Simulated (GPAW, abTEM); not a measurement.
# WS2 monolayer, Se on a S site: the scripts behind a bonding study

Short scripts, each with its output. The sheet lies in the middle of a cell with vacuum above and below.

### 1. Relax the structure

```text
cell
1.0
     9.540000000    0.000000000    0.000000000
     0.000000000   11.015843136    0.000000000
     0.000000000    0.000000000   12.340000000
W S Se
12 23 1
Direct
0.003405336 0.998889315 0.499143968
0.166143878 0.252654555 0.496661036
0.000088498 0.501058140 0.498216176
0.164704886 0.749513631 0.500859571
0.330990964 0.000425597 0.502690117
0.498664579 0.250346620 0.503403979
0.332895400 0.501065054 0.501359779
0.499375067 0.750886937 0.499877517
0.667002174 0.001590743 0.500511564
0.832912457 0.250338715 0.500664589
0.669180121 0.500336164 0.499391759
0.834796713 0.749188208 0.501984615
0.164417257 0.084904539 0.623498317
0.170324553 0.081951311 0.373288556
0.999324073 0.332636057 0.629066077
0.997694148 0.333020278 0.371348690
0.169066507 0.584970232 0.628042941
0.168555254 0.582091980 0.372572301
0.998549977 0.832613001 0.626114793
0.998228080 0.832114641 0.372750949
0.501555648 0.082985043 0.625789904
0.498433630 0.086406098 0.372853821
0.333585239 0.334453907 0.627715025
0.332594864 0.331259015 0.372205279
0.498418453 0.585607999 0.373602804
0.335705722 0.836092662 0.630770787
0.330405668 0.830711448 0.371953864
0.829093918 0.082777399 0.628570461
0.833815712 0.084716816 0.372411138
0.667082389 0.333549401 0.626141552
0.667458205 0.333554508 0.374602081
0.831994276 0.584102216 0.627353874
0.832612466 0.583412486 0.371766611
0.667512561 0.834411015 0.625453952
0.667021766 0.834677863 0.371225769
0.501951996 0.583851836 0.628663114
```

```python
from ase.constraints import FixSymmetry
from ase.filters import FrechetCellFilter
from ase.io import read, write
from ase.optimize import BFGS
from ase.parallel import parprint
from gpaw import GPAW, PW, FermiDirac

atoms = read("start.vasp")
atoms.calc = GPAW(mode=PW(400), xc="PBE", kpts={"size": (1, 1, 1), "gamma": True},
                 occupations=FermiDirac(0.05), maxiter=160, symmetry={"tolerance": 1e-5}, txt="relax.txt")
BFGS(atoms, maxstep=0.15).run(fmax=0.05, steps=35)
parprint("cell  %.4f %.4f %.4f  %.2f %.2f %.2f" % tuple(atoms.cell.cellpar()))
parprint("volume %.3f A^3, largest force %.3f eV/A, largest stress %.2f GPa" % (atoms.get_volume(), abs(atoms.get_forces()).max(), 160.218 * abs(atoms.get_stress()[[0, 1, 5]]).max()))
atoms.set_constraint()
write("relaxed.vasp", atoms, direct=True)
```

```console
$ OMP_NUM_THREADS=1 mpirun -n 4 gpaw python run.py > gpaw.log
```

```text
      Step        Energy          fmax
BFGS:    0     -264.420173        2.871173
BFGS:    1     -264.730873        1.620930
BFGS:    2     -264.872205        0.546925
BFGS:    3     -264.897403        0.362100
BFGS:    4     -264.923370        0.243492
BFGS:    5     -264.930910        0.126259
BFGS:    6     -264.934639        0.117246
BFGS:    7     -264.936972        0.090446
BFGS:    8     -264.939293        0.105310
BFGS:    9     -264.940723        0.091351
BFGS:   10     -264.941596        0.049502
cell  9.5400 11.0158 12.3400  90.00 90.00 90.00
volume 1296.825 A^3, largest force 0.047 eV/A, largest stress 1.13 GPa
```

Time: 9.4 min on 4 cores of Arm Neoverse N1 (shared host), peak memory 1.3 GiB.

### 2. Build the all-electron density and subtract free atoms

```text
cell
1.0
     9.540000000    0.000000000    0.000000000
     0.000000000   11.015843136    0.000000000
     0.000000000    0.000000000   12.340000000
W S Se
12 23 1
Direct
0.999916110 0.000700003 0.499663191
0.166214872 0.250397992 0.499480357
0.000015069 0.500747537 0.499235612
0.166423473 0.750763530 0.499735726
0.332737843 0.001327298 0.499523415
0.499871566 0.250573493 0.499659205
0.331887184 0.500173498 0.500252220
0.499946198 0.752495073 0.500131053
0.666783026 0.001149472 0.499375216
0.833443767 0.250560962 0.499328916
0.668007228 0.500024064 0.500161706
0.833285082 0.750968665 0.499409655
0.166166132 0.083412061 0.627363231
0.165968300 0.083450521 0.371811288
0.999807709 0.333251607 0.626835853
0.999996179 0.333242624 0.371818545
0.165507115 0.583284335 0.627130499
0.167031904 0.583619249 0.372049611
0.999675679 0.833299340 0.627178648
0.000120500 0.833479726 0.372108787
0.499878000 0.083437775 0.627066724
0.499714342 0.083572940 0.372196512
0.332601076 0.332360152 0.627026195
0.333250145 0.333429362 0.372264166
0.500069523 0.583569037 0.374794151
0.332490003 0.834530468 0.627046690
0.333061944 0.833826196 0.372312672
0.833479077 0.083634896 0.627067238
0.833563123 0.083286487 0.371875340
0.667133365 0.332360633 0.627038794
0.666360164 0.333314535 0.372171304
0.834293592 0.583642336 0.626828182
0.832988800 0.583398857 0.371913998
0.667290044 0.834540357 0.626932999
0.666564622 0.833684929 0.372055466
0.500035022 0.583628382 0.641668883
```

```python
import numpy as np
from ase.io import read
from ase.units import Bohr
from gpaw import GPAW, PW, FermiDirac
from gpaw.calculator import GPAW as OldGPAW
from gpaw.mpi import serial_comm, world
from scipy.special import erfc
from scipy.spatial import cKDTree

atoms = read("cell.vasp")
atoms.calc = GPAW(mode=PW(500), xc="PBE", kpts={"size": (2, 1, 1), "gamma": True},
                 occupations=FermiDirac(0.05), maxiter=160, symmetry={"tolerance": 1e-5}, txt="scf.txt")
atoms.get_potential_energy()
rho = atoms.calc.get_all_electron_density(gridrefinement=2)
moments = atoms.get_magnetic_moments() if atoms.calc.get_number_of_spins() == 2 else np.zeros(len(atoms))
total = atoms.get_magnetic_moment() if moments.any() else 0.0
if world.rank == 0:
    free = OldGPAW(mode=PW(500), xc="PBE", txt=None, communicator=serial_comm)
    neutral = atoms.copy()
    neutral.set_initial_magnetic_moments(None)
    free.initialize(neutral)
    free.set_positions(neutral)
    drho = rho - free.get_all_electron_density(gridrefinement=2)
    # GPAW starts from confined atoms: exchange their smooth part for that of the datasets' free atoms
    h = np.stack(np.meshgrid(*[np.fft.fftfreq(n, 1 / n) for n in drho.shape], indexing="ij"), -1)
    gabs = np.linalg.norm(h @ atoms.cell.reciprocal(), axis=-1)
    tails = np.fft.fftn(free.get_pseudo_density(gridrefinement=2))
    g, form, v0 = np.linspace(0, gabs.max(), 1500), {}, 0
    for e in set(atoms.symbols):
        idx = atoms.symbols.search(e)
        d = free.setups[idx[0]].data
        r, w = d.rgd.r_g * Bohr, d.rgd.r_g**2 * d.rgd.dr_g
        j0 = np.sinc(2 * g[:, None] * r)
        smooth = sum(f * p**2 for f, p in zip(d.f_j, d.phit_jg)) + np.sqrt(4 * np.pi) * d.nct_g
        full = sum(f * p**2 for f, p in zip(d.f_j, d.phi_jg)) + np.sqrt(4 * np.pi) * d.nc_g
        phase = sum(np.exp(-2j * np.pi * h @ s) for s in atoms.get_scaled_positions()[idx])
        tails -= np.interp(gabs, g, j0 @ (smooth * w)) * phase * drho.size / atoms.get_volume()
        form[e] = j0 @ (full * w)
        v0 += 2 * np.pi / 3 * 14.3996 * (full * w * r**2).sum() * len(idx)  # V A^3
    tails *= 0.5 * erfc((gabs - 1.8) / 0.25)  # the tails differ at long wavelengths alone
    drho += np.fft.ifftn(tails).real  # crystal minus superposed spherical free atoms
    np.save("drho.npy", drho)
    dv = atoms.get_volume() / drho.size
    print("grid", drho.shape, " electrons %.3f" % (rho.sum() * dv), " moved by bonding %.3f e" % (abs(drho).sum() * dv / 2))
    pts = np.indices(drho.shape).reshape(3, -1).T / drho.shape @ atoms.cell
    shifts = (np.indices((3, 3, 3)).reshape(3, -1).T - 1) @ atoms.cell
    images = (atoms.positions[None] + shifts[:, None]).reshape(-1, 3)
    dist, idx = cKDTree(images).query(pts, k=4)
    out = drho.ravel()[dist[:, 0] > 0.5]
    print("deformation density beyond 0.5 A of the nuclei: max %.3f, min %.3f e/A^3" % (out.max(), out.min()))
    tie = dist < dist[:, :1] + 1e-4
    q = -np.bincount((idx % len(atoms))[tie], (drho.ravel()[:, None] / tie.sum(1, keepdims=True) * tie)[tie], len(atoms)) * dv
    print("atom        x       y       z   Voronoi charge  moment")
    for a, s, c, m in zip(atoms, atoms.get_scaled_positions(), q, moments):
        print("%-2s%-3d %7.4f %7.4f %7.4f %10.3f %10.2f" % (a.symbol, a.index + 1, *s, c, m))
    np.savez("free.npz", g=g, **form)
    print("mean inner potential of superposed free atoms %.3f V" % (v0 / atoms.get_volume()))
    print("total magnetic moment %.3f muB" % total)
```

```console
$ OMP_NUM_THREADS=1 mpirun -n 4 gpaw python run.py > gpaw.log
```

```text
grid (100, 120, 128)  electrons 1290.000  moved by bonding 8.049 e
deformation density beyond 0.5 A of the nuclei: max 0.150, min -0.121 e/A^3
atom        x       y       z   Voronoi charge  moment
W 1    0.9999  0.0007  0.4997      0.194       0.00
W 2    0.1662  0.2504  0.4995      0.193       0.00
W 3    0.0000  0.5007  0.4992      0.195       0.00
W 4    0.1664  0.7508  0.4997      0.193       0.00
W 5    0.3327  0.0013  0.4995      0.196       0.00
W 6    0.4999  0.2506  0.4997      0.195       0.00
W 7    0.3319  0.5002  0.5003      0.178       0.00
W 8    0.4999  0.7525  0.5001      0.181       0.00
W 9    0.6668  0.0011  0.4994      0.193       0.00
W 10   0.8334  0.2506  0.4993      0.195       0.00
W 11   0.6680  0.5000  0.5002      0.175       0.00
W 12   0.8333  0.7510  0.4994      0.195       0.00
S 13   0.1662  0.0834  0.6274     -0.094       0.00
S 14   0.1660  0.0835  0.3718     -0.095       0.00
S 15   0.9998  0.3333  0.6268     -0.099       0.00
S 16   1.0000  0.3332  0.3718     -0.098       0.00
S 17   0.1655  0.5833  0.6271     -0.098       0.00
S 18   0.1670  0.5836  0.3720     -0.097       0.00
S 19   0.9997  0.8333  0.6272     -0.100       0.00
S 20   0.0001  0.8335  0.3721     -0.099       0.00
S 21   0.4999  0.0834  0.6271     -0.101       0.00
S 22   0.4997  0.0836  0.3722     -0.099       0.00
S 23   0.3326  0.3324  0.6270     -0.100       0.00
S 24   0.3333  0.3334  0.3723     -0.099       0.00
S 25   0.5001  0.5836  0.3748     -0.101       0.00
S 26   0.3325  0.8345  0.6270     -0.101       0.00
S 27   0.3331  0.8338  0.3723     -0.099       0.00
S 28   0.8335  0.0836  0.6271     -0.098       0.00
S 29   0.8336  0.0833  0.3719     -0.099       0.00
S 30   0.6671  0.3324  0.6270     -0.096       0.00
S 31   0.6664  0.3333  0.3722     -0.095       0.00
S 32   0.8343  0.5836  0.6268     -0.101       0.00
S 33   0.8330  0.5834  0.3719     -0.097       0.00
S 34   0.6673  0.8345  0.6269     -0.097       0.00
S 35   0.6666  0.8337  0.3721     -0.095       0.00
Se36   0.5000  0.5836  0.6417     -0.025       0.00
mean inner potential of superposed free atoms 10.129 V
total magnetic moment 0.000 muB
```

Time: 8 min.

### 3. Image through focus

```python
import abtem
import numpy as np
from ase.build import make_supercell
from ase.io import read

abtem.config.set({"dask.lazy": False, "fft": "fftw", "diagnostics.progress_bar": False})
M = [[1, 0, 0], [0, 1, 0], [0, 0, 1]]  # rows: x, y and beam direction in the primitive cell's axes
unit = make_supercell(read("cell.vasp"), M)
unit.set_cell(list(unit.cell.lengths()) + [90, 90, 90], scale_atoms=True)
unit.positions[:, 2] += 0.7894  # keeps atomic planes off the slice boundaries
unit.wrap()
slab = unit * (1, 1, 1)
print(slab.get_chemical_formula(), "| box %.2f x %.2f x %.2f A" % tuple(slab.cell.lengths()))

# change of the potential by bonding, from the DFT deformation density (Poisson's equation term by term)
drho = np.load("drho.npy")
prim = read("cell.vasp")
h = np.stack(np.meshgrid(*[np.fft.fftfreq(n, 1 / n) for n in drho.shape], indexing="ij"), -1).reshape(-1, 3).astype(int)
g2 = ((h @ prim.cell.reciprocal()) ** 2).sum(1)
keep = (g2 > 0) & (g2 < 2.5**2)
shape = (120, 138, 72)
vg = np.zeros(shape, complex)
hm = h[keep] @ np.array(M).T
move = np.exp(-2j * np.pi * hm[:, 2] * (0.7894 / unit.cell[2, 2] - 0.5 / shape[2]))  # the same shift, sampled at mid-points
vg[tuple(hm.T % np.array(shape)[:, None])] = -14.3996 / np.pi * (np.fft.fftn(drho).ravel() / drho.size)[keep] / g2[keep] * move
dV = np.fft.ifftn(vg).real * vg.size
dV -= dV[:, :, 0].mean()  # zero in the vacuum
dV = dV.reshape(120, 138, 12, 6).mean(3) * unit.cell[2, 2] / 12  # V A, projected in each slice
dV = np.tile(dV.transpose(2, 0, 1), (1, 1, 1))


def build(atoms):
    p = abtem.Potential(atoms, gpts=(120, 138), slice_thickness=[slab.cell[2, 2] / 12] * 12,
                        parametrization="lobato", projection="finite", exit_planes=6).build()
    p.array[:] += BONDING * dV
    return p


def potentials():
    yield build(slab)  # atoms at rest


for label, BONDING in (("IAM", 0.0), ("DFT", 1.0)):
    print("=====", label)
    potential = build(slab)
    print("grid", potential.gpts, "slices", potential.num_slices)
    thickness = potential.exit_thicknesses
    columns = [  # name, x, y (A)
        ("SeS", 4.771, 6.429),
        ("W_1st", 6.373, 5.508),
        ("S2_2nd", 7.953, 6.428),
        ("W_3rd", 4.769, 2.760),
        ("W_far", 9.539, 0.008),
        ("S2_far", 1.584, 0.919),
        ("void", 4.770, 10.190),
    ]
    waves = [abtem.PlaneWave(energy=60000).multislice(p) for p in potentials()]
    stack = []
    for defocus in [-200, -130, -40.0, 130, 200]:
        ctf = abtem.CTF(energy=60000, Cs=-80000, defocus=defocus, focal_spread=20, semiangle_cutoff=35)
        ims = [w.apply_ctf(ctf).intensity() for w in waves]
        im = sum(ims[1:], ims[0]) / len(ims)
        a = im.array.reshape(len(thickness), 1, -1, 1, im.array.shape[-1] // 1).mean(axis=(1, 3))
        a = a / im.array[0].mean()
        stack.append(a)
        print("defocus %.0f A: intensity at the columns, vacuum = 1" % defocus)
        print("  t (A)     min     max" + "".join("%10s" % c[0][:9] for c in columns))
        for t, b in list(zip(thickness, a))[1:]:
            at = [b[round(x / im.sampling[0]) % b.shape[0], round(y / im.sampling[1]) % b.shape[1]] for _, x, y in columns]
            print("%7.1f %7.3f %7.3f" % (t, b.min(), b.max()) + "".join("%10.3f" % v for v in at))
    print("Scherzer defocus %.0f A, point resolution %.2f A" % (ctf.scherzer_defocus, ctf.point_resolution))
    np.save(label + "_hrtem.npy", np.array(stack))
```

```console
$ python run.py
```

```text
S23SeW12 | box 9.54 x 11.02 x 12.34 A
===== IAM
grid (120, 138) slices 12
defocus -200 A: intensity at the columns, vacuum = 1
  t (A)     min     max       SeS     W_1st    S2_2nd     W_3rd     W_far    S2_far      void
    6.2   0.864   1.039     0.864     1.024     0.866     1.026     1.024     0.864     1.039
   12.3   0.742   1.138     0.765     0.805     0.749     0.819     0.797     0.742     1.099
defocus -130 A: intensity at the columns, vacuum = 1
  t (A)     min     max       SeS     W_1st    S2_2nd     W_3rd     W_far    S2_far      void
    6.2   0.856   1.099     1.096     0.869     1.096     0.870     0.869     1.097     0.862
   12.3   0.513   1.201     0.868     0.903     0.877     0.936     0.937     0.876     0.546
defocus -40 A: intensity at the columns, vacuum = 1
  t (A)     min     max       SeS     W_1st    S2_2nd     W_3rd     W_far    S2_far      void
    6.2   0.945   1.104     1.102     0.967     1.103     0.967     0.966     1.103     0.957
   12.3   0.837   1.252     1.252     1.152     1.229     1.147     1.157     1.229     0.849
defocus 130 A: intensity at the columns, vacuum = 1
  t (A)     min     max       SeS     W_1st    S2_2nd     W_3rd     W_far    S2_far      void
    6.2   0.964   1.096     1.018     1.087     1.015     1.086     1.087     1.017     1.090
   12.3   0.822   1.395     1.143     1.238     1.176     1.247     1.271     1.172     1.338
defocus 200 A: intensity at the columns, vacuum = 1
  t (A)     min     max       SeS     W_1st    S2_2nd     W_3rd     W_far    S2_far      void
    6.2   0.822   1.119     1.092     0.840     1.093     0.840     0.839     1.092     0.830
   12.3   0.358   1.320     0.785     0.795     0.802     0.822     0.800     0.783     0.387
Scherzer defocus -76 A, point resolution 1.11 A
===== DFT
grid (120, 138) slices 12
defocus -200 A: intensity at the columns, vacuum = 1
  t (A)     min     max       SeS     W_1st    S2_2nd     W_3rd     W_far    S2_far      void
    6.2   0.866   1.037     0.866     1.024     0.868     1.025     1.023     0.866     1.037
   12.3   0.745   1.134     0.770     0.803     0.752     0.817     0.796     0.746     1.094
defocus -130 A: intensity at the columns, vacuum = 1
  t (A)     min     max       SeS     W_1st    S2_2nd     W_3rd     W_far    S2_far      void
    6.2   0.858   1.096     1.093     0.869     1.093     0.870     0.870     1.093     0.864
   12.3   0.514   1.201     0.863     0.908     0.870     0.941     0.942     0.869     0.548
defocus -40 A: intensity at the columns, vacuum = 1
  t (A)     min     max       SeS     W_1st    S2_2nd     W_3rd     W_far    S2_far      void
    6.2   0.946   1.101     1.100     0.967     1.100     0.967     0.967     1.100     0.959
   12.3   0.841   1.244     1.244     1.156     1.220     1.151     1.162     1.220     0.853
defocus 130 A: intensity at the columns, vacuum = 1
  t (A)     min     max       SeS     W_1st    S2_2nd     W_3rd     W_far    S2_far      void
    6.2   0.964   1.095     1.018     1.087     1.016     1.086     1.087     1.018     1.089
   12.3   0.822   1.392     1.141     1.239     1.176     1.248     1.272     1.172     1.335
defocus 200 A: intensity at the columns, vacuum = 1
  t (A)     min     max       SeS     W_1st    S2_2nd     W_3rd     W_far    S2_far      void
    6.2   0.825   1.117     1.088     0.840     1.088     0.840     0.839     1.087     0.832
   12.3   0.362   1.319     0.772     0.800     0.791     0.827     0.805     0.772     0.391
Scherzer defocus -76 A, point resolution 1.11 A
```

Time: 10 s on 1 core of Arm Neoverse N1 (shared host), peak memory 0.4 GiB.

[Outputs are excerpts: Python notices, other lines and further rows are left out; steps that failed or that the build refused (PBEsol, TPSS) are not shown.]

[Logs are printed without paths, hosts, clocks, repeated set-up lines and the standing remarks that a program may print on its own settings, such as how far it seeks lower states.]
